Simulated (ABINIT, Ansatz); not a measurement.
**Tellurium (P3_121, 3 atoms a cell): G0W0 on several meshes in ABINIT**

Aim: the GW shift of Tellurium (P3_121, 3 atoms a cell) against the k mesh.

Main program and level: ABINIT 10.8.3; PBE and many-body steps on it, plane waves.

This is a report of a sequence of runs, with most program output left out.

The database entry behind the starting cell differs from later determinations by our own check (inner coordinate of an old entry), so it need not match the best structure at ambient conditions.

### 1. Starting point

It takes space group P3_121 (No. 152, trigonal). The conventional cell has a = 4.454 Å, b = 4.454 Å, c = 5.924 Å, α = 90.00°, β = 90.00°, γ = 120.00°. Nearest to Te lie 2 Te at 2.86 Å.

The cell and positions come from the Crystallography Open Database and are kept as given unless a step says otherwise. Spin-orbit coupling is left out unless a step names it.

### 2. Empty states on the mesh, 3×3×2 mesh, 743 bands

This step: ABINIT 10.8.3; DFT, PBE, plane waves, norm-conserving pseudopotentials.

The sums over transitions need many empty states on a uniform mesh; this step solves for them.

run.abi reads:

```
acell 3*1.0 Angstrom
rprim 
  4.454000000025 -0.000000000006 0.000000000000
  -2.227000000008 3.857277148481 0.000000000000
  0.000000000000 0.000000000000 5.924000000000
ntypat 1
znucl 52
natom 3
typat 1 1 1
xred 
  0.269000000000 0.000000000000 0.333333333333
  0.000000000000 0.269000000000 0.666666666667
  0.731000000000 0.731000000000 -0.000000000000
pp_dirpath "pseudos"
pseudos "Te.upf"
ecut 34
ngkpt 3 3 2
nshiftk 1
shiftk 0 0 0
kptopt 1
chksymbreak 0
iscf -2
irdden 1
istwfk *1
nband 743
nbdbuf 66
tolwfr 1e-09
nstep 60
prtvol 0
indata_prefix "in"
outdata_prefix "out"
tmpdata_prefix "tmp"
```

Run with:

```bash
$ OMP_NUM_THREADS=1 mpirun -n 4 abinit run.abi > log
```

It took 18 min on 4 MPI ranks of Arm Neoverse V1, shared host; peak memory 0.9 GiB.

Numbers from this step:

```yaml
gap: 0.1739 eV
k_of_the_valence_top: 0.3333, 0.3333, 0.5
k_of_the_conduction_bottom: 0.3333, 0.3333, 0.5
least_direct_gap: 0.1739 eV
k_points_computed: 6
lowest_point_of_the_top_converged_band_above_the_valence_top: 187.6723 eV
```

On this mesh the gap is 0.174 eV.

The density comes from a self-consistent run that is not shown.

### 3. Screening, 3×3×2 mesh, 290 bands, screening to 176.9 eV

The RPA dielectric matrix is built and inverted for each q.

This step: RPA screening on PBE, plane waves, norm-conserving pseudopotentials.

Edit run.abi of step 2 so:

```diff
@@ -21,10 +21,11 @@
 chksymbreak 0
-iscf -2
-irdden 1
 istwfk *1
-nband 743
-nbdbuf 66
-tolwfr 1e-09
-nstep 60
-prtvol 0
+occopt 1
+irdwfk 1
+optdriver 3
+nband 290
+ecuteps 6.5
+inclvkb 2
+awtr 1
+symchi 1
 indata_prefix "in"
```

The job ended after 2.4 min (4 MPI ranks; peak memory 1.7 GiB).

Numbers from this step:

| Quantity | Value |
| --- | --- |
| ε∞ with local fields, on this mesh, along the program's q direction | 1659 |
| the same without local fields | 2099 |
| plasma frequency | 25.50 eV |
| plane waves in the screening matrix | 529 |

Local fields lower ε∞ by 21 %. The value itself is an artefact of the mesh, where one narrow direct gap carries too much weight.

### 4. 3×3×2

The self-energy is evaluated for the states that the input lists, and the levels follow from it, in one-shot runs by the linearised quasiparticle equation.

This step: G0W0 on PBE, plane waves, norm-conserving pseudopotentials.

Edit run.abi of step 3 so:

```diff
@@ -24,8 +24,17 @@
 irdwfk 1
-optdriver 3
+optdriver 4
 nband 290
+gwcalctyp 0
+ecutsigx 34
+symsigma 1
+nkptgw 2
+kptgw 
+  0.3333333333 0.3333333333 0.5000000000
+  0.0000000000 0.0000000000 0.0000000000
+bdgw 
+  23 27
+  22 26
 ecuteps 6.5
-inclvkb 2
-awtr 1
-symchi 1
+irdscr 1
+ppmodel 1
 indata_prefix "in"
```

Run time: 71 s. Hardware: 4 MPI ranks; peak memory 1.8 GiB; 4.7 min of CPU time.

This step gave:

* G0W0 gap on the points computed: 0.5020 eV
* starting gap on the mesh: 0.1739 eV
* k of the valence top: 0.3333, 0.3333, 0.5
* k of the conduction bottom: 0.3333, 0.3333, 0.5
* Z at the valence top: 0.784
* Z at the conduction bottom: 0.786
* least direct G0W0 gap on the computed points: 0.5020 eV

The gap on the mesh goes from 0.17 eV to 0.50 eV, a correction of +0.33 eV.

### 5. Empty states on the mesh, 3×3×4 mesh, 318 bands

This step: DFT, PBE, plane waves, norm-conserving pseudopotentials.

Edit run.abi of step 4 so:

```diff
@@ -16,3 +16,3 @@
 ecut 34
-ngkpt 3 3 2
+ngkpt 3 3 4
 nshiftk 1
@@ -21,20 +21,10 @@
 chksymbreak 0
+iscf -2
+irdden 1
 istwfk *1
-occopt 1
-irdwfk 1
-optdriver 4
-nband 290
-gwcalctyp 0
-ecutsigx 34
-symsigma 1
-nkptgw 2
-kptgw 
-  0.3333333333 0.3333333333 0.5000000000
-  0.0000000000 0.0000000000 0.0000000000
-bdgw 
-  23 27
-  22 26
-ecuteps 6.5
-irdscr 1
-ppmodel 1
+nband 318
+nbdbuf 28
+tolwfr 1e-09
+nstep 60
+prtvol 0
 indata_prefix "in"
```

The job ended after 5.7 min (4 MPI ranks; peak memory 0.71 GiB; 23 min of CPU time).

This step gave:

* gap: 0.1739 eV
* k of the valence top: 0.3333, 0.3333, 0.5
* k of the conduction bottom: 0.3333, 0.3333, 0.5
* least direct gap: 0.1739 eV
* k points computed: 10
* lowest point of the top converged band, above the valence top: 100.2399 eV

On this mesh the gap is 0.174 eV.

### 6. Screening, 3×3×4 mesh, 290 bands, screening to 176.9 eV

This step: RPA screening on PBE, plane waves, norm-conserving pseudopotentials.

Edit run.abi of step 5 so:

```diff
@@ -21,10 +21,11 @@
 chksymbreak 0
-iscf -2
-irdden 1
 istwfk *1
-nband 318
-nbdbuf 28
-tolwfr 1e-09
-nstep 60
-prtvol 0
+occopt 1
+irdwfk 1
+optdriver 3
+nband 290
+ecuteps 6.5
+inclvkb 2
+awtr 1
+symchi 1
 indata_prefix "in"
```

Elapsed: 7.7 min, on 4 MPI ranks; peak memory 2.6 GiB; 31 min of CPU time.

This step gave:

* ε∞ with local fields, on this mesh, along the program's q direction: 928.1
* the same without local fields: 1058
* plasma frequency: 25.50 eV
* plane waves in the screening matrix: 529

### 7. 3×3×4

This step: G0W0 on PBE, plane waves, norm-conserving pseudopotentials.

Edit run.abi of step 6 so:

```diff
@@ -24,8 +24,17 @@
 irdwfk 1
-optdriver 3
+optdriver 4
 nband 290
+gwcalctyp 0
+ecutsigx 34
+symsigma 1
+nkptgw 2
+kptgw 
+  0.3333333333 0.3333333333 0.5000000000
+  0.0000000000 0.0000000000 0.0000000000
+bdgw 
+  23 27
+  22 26
 ecuteps 6.5
-inclvkb 2
-awtr 1
-symchi 1
+irdscr 1
+ppmodel 1
 indata_prefix "in"
```

Run time: 1.9 min. Hardware: 4 MPI ranks; peak memory 2.7 GiB; 7.5 min of CPU time.

This step gave:

```yaml
g0w0_gap_on_the_points_computed: 0.4850 eV
starting_gap_on_the_mesh: 0.1739 eV
k_of_the_valence_top: 0.3333, 0.3333, 0.5
k_of_the_conduction_bottom: 0.3333, 0.3333, 0.5
z_at_the_valence_top: 0.783
z_at_the_conduction_bottom: 0.786
least_direct_g0w0_gap_on_the_computed_points: 0.4850 eV
```

Against G0W0 in ABINIT (3×3×2 mesh, 290 bands, screening to 176.9 eV, Godby-Needs plasmon pole), the gap moves by −0.017 eV.

### 8. The runs together

Times are wall times on 4 MPI ranks of Arm Neoverse V1, shared host, good to a factor of about two. A run's time includes the screening step that it read.

```csv
run,mesh,bands,screening cutoff (eV),DFT gap (eV),gap on the mesh (eV),direct (eV),ε∞ used,time
3×3×2,3×3×2,290,176.9,0.174,0.502,0.502,1659.41,3.6 min
3×3×4,3×3×4,290,176.9,0.174,0.485,0.485,928.08,9.6 min
```

### 9. Results

| Quantity | Value |
| --- | --- |
| 3×3×2 | 0.502 eV |
| 3×3×4 | 0.485 eV |
| known limits | not at the basis limit; model gap, bands may invert with spin-orbit coupling; exchange with frozen shells missing; screening runs away on this mesh; no spin-orbit coupling; coarse k mesh |

**Reading.** 3×3×4: −0.017 eV against 3×3×2. Bands and cutoff are finite, so the gap is not at the basis limit. The miss can reach some tenths of an eV and take either sign; the mesh is an error of its own. In the G0W0 runs levels were corrected at 2 k points alone, so a gap called «on the mesh» is the least over those, and an edge elsewhere would be missed. The 3×3×2 mesh is coarse for this cell, which bears on the long-range parts of exchange and screening. With atoms this heavy and so narrow a gap, spin-orbit coupling can invert the bands. These scalar-relativistic gaps are then model values, not to be set against experiment, and a spin-orbit change taken from DFT can't simply be added. The norm-conserving file of at least one element keeps a d shell over frozen s and p shells of the same row. Exchange with those shells is missing from the self-energy, an error of 0.3 to 0.9 eV in cases checked, whose sign depends on which edge lies on those atoms. On this mesh the RPA ε∞ passes 90, more than nearly any semiconductor shows; a coarse mesh does this where one point with a narrow direct gap carries much weight. The screening is then too strong, and the G0W0 gap should not be taken as the material's.

[Paths, hosts, dates, memory and timing lines, banners, echoed tables and standing remarks are left out of the program output.]

[Logs are printed without paths, hosts, clocks, repeated set-up lines and the standing remarks that a program may print on its own settings, such as how far it seeks lower states.]

[Runs of the session that timed out or met a known fault of the program may be left out.]

[Hosts, paths, dates, database ids (printed as entryN), source tags and the programs' standing remarks are cut or masked in the printed files.]

[G0W0 gaps are taken among the corrected bands and points alone; a level outside them can change the order at an edge.]

[Where Ansatz stands beside ABINIT at settings called matched, ABINIT's density can come from a denser mesh and the files from another edition; pairs whose starting gaps differed by over 0.03 eV were left out, so agreement reads better than it is.]
